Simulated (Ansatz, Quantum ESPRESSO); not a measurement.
**Equation of state of rock salt TaN**

How stiff is rock salt TaN under hydrostatic load? Each row relaxes cell and atoms at a set pressure. The symmetry of the cell is held, so distortions that would lower it, which this phase may prefer, aren't tested. The phase is followed to these pressures whether or not it stays the stable one.

Calculated with Quantum ESPRESSO 7.5, PBEsol, GBRV 1.5 ultrasoft potentials, cutoff 680 eV, Fermi–Dirac smearing 0.05 eV, k-mesh 17×17×17, no spin polarisation, no spin-orbit coupling.

Reference cell, relaxed at zero pressure with PBEsol (Fm-3m): a = 3.0933 Å, b = 3.0933 Å, c = 3.0933 Å, α = 60.00°, β = 60.00°, γ = 60.00°.

```
atom       x       y       z
  Ta  0.0000  0.0000  0.0000
   N  0.5000  0.5000  0.5000
```

| V (Å³/atom) | V/V0 | P (GPa) | E − E0 (meV/atom) |
| --- | --- | --- | --- |
| 10.5843 | 1.0115 | −3.973 | 1.2 |
| 10.3254 | 0.9867 | 4.969 | 2.5 |
| 10.0739 | 0.9627 | 14.887 | 18.5 |
| 9.9583 | 0.9516 | 19.898 | 31.3 |
| 9.7473 | 0.9315 | 29.858 | 64.5 |

V0 = 10.4644 Å³ an atom, where the residual pressure P0 is +0.019 GPa. **Question.** Fit the Birch–Murnaghan law and give the pressure and the energy at V = 10.1951 Å³ an atom, a row left out above.

With the Eulerian strain f = ½[(V0/V)^(2/3) − 1] and F = (P − P0)/[3f(1 + 2f)^(5/2)], the third-order law is the line F = B0 + (3/2) B0 (B′ − 4) f.

```
       f  F (GPa)
 0.02423   364.67
 0.01680   363.14
 0.01284   362.30
 0.00448   360.40
−0.00378   358.47
```

A straight line through the 5 rows: the means are 0.01091 for f and 361.8 for F, Σ(Δx)² = 0.000473 and ΣΔxΔy = 0.105, so the slope is 0.105/0.000473 = 222.01 and the intercept 361.8 − (222.01)(0.01091) = 359.37.

Hence B0 = 359.4 GPa and B′ = 4 + (222.0)/(1.5 × 359.4) = 4.41. For the withheld volume f = 0.00877, F = 361.32 GPa and P = 9.94 GPa. The run itself gives 9.95 GPa, so the estimate misses by 0.01 GPa, a rounding's worth.

Integrating the same law gives E − E0 = (9/2) B0 V0 f²[1 + (B′ − 4) f] + P0(V0 − V), with 1 GPa Å³ = 6.2415 meV: 8.2 meV an atom. The run itself gives 8.8 meV, so the estimate misses by 0.6 meV; the fitted rows themselves lie up to 1.8 meV off the law.

The same fit over all rows at other levels or in other programs gives B0 = 358 GPa with PBEsol (Ansatz).

[Logs are printed without paths, hosts, clocks, repeated set-up lines and the standing remarks that a program may print on its own settings, such as how far it seeks lower states.]
